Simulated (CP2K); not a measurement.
Two runs for the O K edge of ethanol. Run A: CP2K XAS_TDP, all-electron GAPW, PBEh(45%), aug-cc-pVDZ, TDA, no relativity. Run B differs in one setting.

First lines with a strength over 0.0015. A:

| atom | energy (eV) | states | strength, one atom |
| --- | --- | --- | --- |
| O3 (bonded to C and H) | 530.06 | 1 | 0.0167 |
|  | 531.73 | 1 | 0.0108 |
|  | 532.05 | 1 | 0.0078 |
|  | 532.16 | 1 | 0.0040 |
|  | 532.45 | 1 | 0.0168 |

B:

| atom | energy (eV) | states | strength, one atom |
| --- | --- | --- | --- |
| O3 (bonded to C and H) | 535.51 | 1 | 0.0165 |
|  | 537.18 | 1 | 0.0107 |
|  | 537.50 | 1 | 0.0077 |
|  | 537.61 | 1 | 0.0040 |
|  | 537.89 | 1 | 0.0166 |

Q: Which was it: GW2X switched on, the basis, scalar relativity switched on, the functional?

GW2X switched on. GW2X shifts an atom's lines together and keeps their spacings. Against PBEh(45%) in aug-cc-pVDZ, the leading line moves by +5.45 eV, to 535.51 eV.

[Hosts, paths, dates, database ids (printed as entryN), source tags and the programs' standing remarks are cut or masked in the printed files.]
